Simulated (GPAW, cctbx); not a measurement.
# By hand: from a DFT structure factor to an extinction distance in Ca2MnS4

Ca2MnS4, I4/mmm (no. 139), a = 4.6503 Å, b = 4.6503 Å, c = 13.9667 Å, α = 90.00°, β = 90.00°, γ = 90.00°.

| atom | mult. | x | y | z |
| --- | --- | --- | --- | --- |
| Mn1 | 2 | 0 | 0 | 0 |
| Ca1 | 4 | 1/2 | 1/2 | 0.1350 |
| S1 | 4 | 1/2 | 1/2 | 0.3307 |
| S2 | 4 | 0 | 1/2 | 0 |

The cell comes from substitution in a known structure type and wasn't matched to any measured phase.

A DFT run (GPAW, PBE, 450 eV, 4×4×4 k-points, Fermi–Dirac width 0.05 eV, spin-polarised) gives the static X-ray structure factor of 103 as 42.533 e for the conventional cell; superposed free atoms give 43.129 e. **Problem.** Find the Fourier component V of the crystal potential and the two-beam extinction distance at 200 kV in both cases.

## 1. Geometry

The cell volume is Ω = 302.04 Å³ and d(103) = 3.2901 Å, so g = 1/d = 0.3039 Å⁻¹.

## 2. The nuclei

Electrons feel nuclei as well as electrons, so the nuclear charges are summed with the same phases.

Phase sums Σ exp(2πi h·x), turned so that the total is real and positive: Mn +2.000, Ca +3.307, S -3.995. Then F_Z = 25 × (+2.000) + 20 × (+3.307) + 16 × (-3.995) = 52.22 e. The electron term has the same sign for this reflection.

## 3. Mott–Bethe

Poisson's equation, term by term, gives V = (e/4πε₀)(F_Z − F)/(πΩg²), with e/4πε₀ = 14.3996 V Å.

The prefactor is 14.3996 × 3.2901²/(π × 302.04) = 0.16427 V per electron. Free atoms: (52.22 − 43.129) × 0.16427 = 1.494 V. Crystal: (52.22 − 42.533) × 0.16427 = 1.591 V. F changes by -1.38 % and V by +6.6 %: the same 0.60 e is measured against F_Z − F = 9.1 e in place of F = 43.1 e.

## 4. Extinction distance

In the two-beam case ξ = 1/(λU) with U = 2γm₀eV/h², that is ξ = 150.41 V Å²/(γλV).

At 200 kV, λ = 0.02508 Å and γ = 1.3914. Free atoms: ξ = 2886 Å. Crystal: ξ = 2708 Å. The thickness fringes go as sin²(πt/ξ), so the two patterns slip by a quarter of a period when t|1/ξ₁ − 1/ξ₀| = 1/4, at t ≈ 1101 nm, thicker than usual samples. Thermal motion, absorption and many-beam coupling, left out here, change a real pattern.

## 5. Answer

V(103) is 1.59 V against 1.49 V, and ξ is 2708 against 2886 Å. Limits: static atoms, two beams; a ferromagnetic start is the only order tried, and the real ground state may be antiferromagnetic or insulating; no Hubbard U on Mn.
